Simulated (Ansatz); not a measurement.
# NaSnF3 (model cell, started as cubic perovskite with Sn in the octahedra): a soft mode frozen in, part 3 of 3

Aim: this structure of NaSnF3 (model cell, started as cubic perovskite with Sn in the octahedra) is to be tested for unstable modes, and one is followed downhill.

Ansatz 0.2.0; DFT LDA, scalar-relativistic, plane waves, PAW; PAW set soft_1.

So far. Step 4 (The mode frozen in, largest atomic shift 0.32 Å): The run ends at a pressure of 0.52 GPa, with forces up to 1.0 eV/Å. Step 5 (Energy along the mode, all amplitudes (two of the runs …): The lowest of the steps tried is at 0.32 Å, 12.2 meV/atom below the parent; the bottom of the well need not coincide with a step.

The structure was built from a prototype and need not be the compound's stable phase.

**6. Relaxation from the frozen mode (continued)**

The steps of the relaxation (22 of 43):

```
step  energy less that of the first step (eV)  largest force component (eV/Å)  pressure (GPa)  volume (Å³)
   1                                   0.0000                          1.0264            0.52       188.38
   3                                  -0.4456                          0.2037           -0.64       179.96
   5                                  -0.9479                          0.1746            0.05       167.39
   7                                  -1.2924                          0.1149            0.25       158.76
   9                                  -1.3159                          0.0844            0.02       157.53
  11                                  -1.3235                          0.0075           -0.02       157.77
  13                                  -1.3243                          0.0145            0.01       157.62
  15                                  -1.3307                          0.2416           -0.05       156.34
  17                                  -1.3480                          0.1585            0.10       156.33
  19                                  -1.3955                          0.1225            0.21       156.00
  21                                  -1.4095                          0.0671            0.14       157.49
  23                                  -1.4147                          0.0161           -0.10       157.24
  25                                  -1.4152                          0.0012            0.00       157.17
  27                                  -1.5413                          0.0703           -0.18       160.73
  29                                  -1.5489                          0.0409           -0.08       160.87
  31                                  -1.5491                          0.0011           -0.01       160.89
 33*                                  -1.5670                          0.0015            0.18       160.87
  35                                  -1.5653                          0.0149            0.03       162.52
  37                                  -1.5659                          0.0056            0.01       162.36
 39*                                  -1.5704                          0.0012            0.01       162.49
  41                                  -1.5698                          0.0029           -0.01       162.77
 43*                                  -1.5705                          0.0002            0.00       162.76
```

Relaxation steps marked * repeat the geometry before them on a plane-wave basis chosen anew for their cell, so energy and pressure can jump there. Other such steps can lie between the rows shown. Relaxation steps 8, 15, 20 were tried and not accepted.

The run keeps the 4 symmetry operations that it works with, so distortions that break them were not tested.

```
     cell as run  before  after   change
           a (Å)   4.550  4.715   +3.6 %
           b (Å)   4.550  4.363   -4.1 %
           c (Å)   9.100  8.812   -3.2 %
           γ (°)   90.00  63.89  -29.0 %
volume (Å³/atom)   18.84  16.28  -13.6 %
```

The atoms that moved most (Å, as changes of fractional coordinates times the final cell):

```csv
atom,dx,dy,dz,length
F10,0.639,1.169,0.000,1.332
F9,-0.639,-1.169,0.000,1.332
F8,0.073,0.814,0.000,0.818
F7,-0.073,-0.814,0.000,0.818
Sn3,-0.436,-0.304,0.000,0.532
Sn4,0.436,0.304,0.000,0.532
```

Numbers from this step:

```yaml
pressure: 0.001432 GPa
gap_on_the_k_mesh: 2.600 eV
volume_per_atom: 16.28 Å³
```

The distorted start has space group P2_1/m; the relaxation ends in P2_1/m.

**7. The new phase in its own primitive cell**

The relaxed structure is symmetrised, reduced to its primitive cell and relaxed tightly, as its phonons need.

input.yaml

```yaml
crystal:
  lattice:
    - [4.3627062429, 0.0, 0.0]
    - [0.0, 8.8121114567, 0.0]
    - [-2.0750574866, 0.0, 4.2337441173]
  atoms:
    - { symbol: Na, position: [0.0, 0.0, 0.0] }
    - { symbol: Na, position: [0.0, 0.5, 0.0] }
    - { symbol: Sn, position: [0.4524368047, 0.75, 0.5843573668] }
    - { symbol: Sn, position: [0.5475631953, 0.25, 0.4156426332] }
    - { symbol: F, position: [0.5, 0.0, 0.5] }
    - { symbol: F, position: [0.5, 0.5, 0.5] }
    - { symbol: F, position: [0.8673323179, 0.75, 0.4533869658] }
    - { symbol: F, position: [0.1326676821, 0.25, 0.5466130342] }
    - { symbol: F, position: [0.1760524879, 0.75, 0.0996531642] }
    - { symbol: F, position: [0.8239475121, 0.25, 0.9003468358] }
kpoints:
  mp_grid: { grid: [6, 4, 6] }
hamiltonian:
  xc: lda
  pseudopotentials: { kind: paw, azcp: { folder: soft_1 }, xc_functional: pbe }
scf:
  occupations: { method: fixed }
output:
  forces: true
  stress: true
  eigenvalues: true
relax:
  adjacent_minimum: "off"
  f_tol: 0.001
  max_steps: 60
  cell: { stress_tol: 0.01 }
```

On the command line:

```sh
ansatz run input.yaml --threads 4 --pin off --max-ram 16384MiB --backend cpu --events-out ev --progress --plain --runs-dir out
```

Numbers of over 12 decimals in the logs are rounded to 6 here.

Log:

```text
[...]
Crystal: 10 atoms, lattice volume = 162.765 Å³
Basis set: ecut = 420 eV, 3195 PW (Γ)
Bands: 54, of which v1, the nominal top of the filled ones, is band 44 counted from 1 (43 counted from 0)
Symmetry: 4 space group operations
[...]
k-points: 60 of 144
[...]
- { symbol: Na, position: [0, 0.5, 0.0] }
    - { symbol: Sn, position: [0.452455, 0.75, 0.584304] }
    - { symbol: Sn, position: [0.547545, 0.25, 0.415696] }
    - { symbol: F, position: [0.5, 0, 0.5] }
    - { symbol: F, position: [0.5, 0.5, 0.5] }
    - { symbol: F, position: [0.867320, 0.75, 0.453371] }
    - { symbol: F, position: [0.132680, 0.25, 0.546629] }
    - { symbol: F, position: [0.176034, 0.75, 0.099687] }
    - { symbol: F, position: [0.823966, 0.25, 0.900313] }
[key lines of the parts left out:]
SCF converged after 5 iterations
Free energy (F): -19461.292110 eV
Fermi energy:    4.537207 eV
P = ⅓ Tr σ = -0.0016 GPa (-0.016 kbar)
```

Run time: 28 s. Hardware: 4 threads of Arm Neoverse V2, shared host; peak memory 0.71 GiB; 1.8 min of CPU time.

Little changed from the start: no atom moved by 0.005 Å and no cell edge by 0.1 %.

This step gave:

```
pressure           : -0.001601 GPa
direct gap on mesh : 3.033 eV
```

The largest force component left is 0.63 meV/Å and the pressure is -0.002 GPa, within the tolerances set. The cell now holds 16.28 Å³/atom.

**8. The phases reached**

The phases reached along the modes that were followed are set side by side.

Energies are those of the first relaxation, on the mesh of the frozen mode; space group, volume and gap are those of the last relaxation. Phases, by row:

| mode frozen in | space group | energy from parent (meV/atom) | volume (Å³/atom) | gap on mesh (eV) | lowest zone-centre optical mode (cm⁻¹) | largest shift (Å) |
| --- | --- | --- | --- | --- | --- | --- |
| parent | Pm-3m | 0 | 18.84 | 0.433 | – | – |
| q = (0, 0, 0), 193i cm⁻¹ | P4mm | -173.8 | 19.58 | 3.23 | -62.6 | 0.939 |
| q = (0, 0, 0), 193i cm⁻¹ | R3m | -184.7 | 16.56 | 3.632 | 78.5 | 0.479 |
| q = (0, 0, 0), 193i cm⁻¹ | Amm2 | -166 | 16.39 | 3.048 | -93.1 | 0.628 |
| q = (0, 0, -0.5), 164i cm⁻¹ | Cmcm | -155.3 | 16.08 | 2.697 | – | 0.725 |
| q = (0, 0, -0.5), 164i cm⁻¹ | Pmma | -46.65 | 18.11 | 1.625 | – | 0.797 |
| q = (0, 0, -0.5), 164i cm⁻¹ | P2_1/m | -169.2 | 16.28 | 2.6 | – | 1.674 |

**9. Outcome**

| Item | Value |
| --- | --- |
| unstable mode of the parent | q = (0, 0, -0.5), 164i cm⁻¹ |
| depth at the lowest point sampled | 12.2 meV/atom |
| largest atomic shift at that point | 0.32 Å |
| space group reached (within 0.01 Å) | P2_1/m |
| energy gained over the parent (first relaxation, on the mesh of the frozen mode) | 169 meV/atom |
| volume per atom, phase reached | 16.3 Å³ |
| gap on the k-mesh, phase reached | 2.60 eV |

**Reading.** From this start the structure relaxes into P2_1/m, 169 meV/atom below the parent. At the parent's cell the well is 12.20 meV/atom deep on the steps tried, with its lowest point at a shift of 0.32 Å. Relaxing atoms and cell changes the gain by +157.05 meV/atom against the lowest step (energies at zero smearing). Most of the total comes from this relaxation. The frozen pattern makes up only 18 % of the final shifts of the atoms, so other modes or strain give most of the change. The modes of the phase reached were not computed on this path. Of the 6 patterns followed to their end from this parent, this one ends 15.5 meV/atom above the lowest, R3m. Each path keeps the symmetry of its pattern, so a lower phase may lie along a pattern not tried. Spin-orbit coupling is left out, which can matter for the heavy elements here. The PAW files were made for PBE and serve the other functionals too. The starting cell was built on a prototype and not taken from a measurement, so the phase need not exist.

[Logs are printed without paths, hosts, clocks, repeated set-up lines and the standing remarks that a program may print on its own settings, such as how far it seeks lower states.]

[Hosts, paths, dates, database ids (printed as entryN), source tags and the programs' standing remarks are cut or masked in the printed files.]
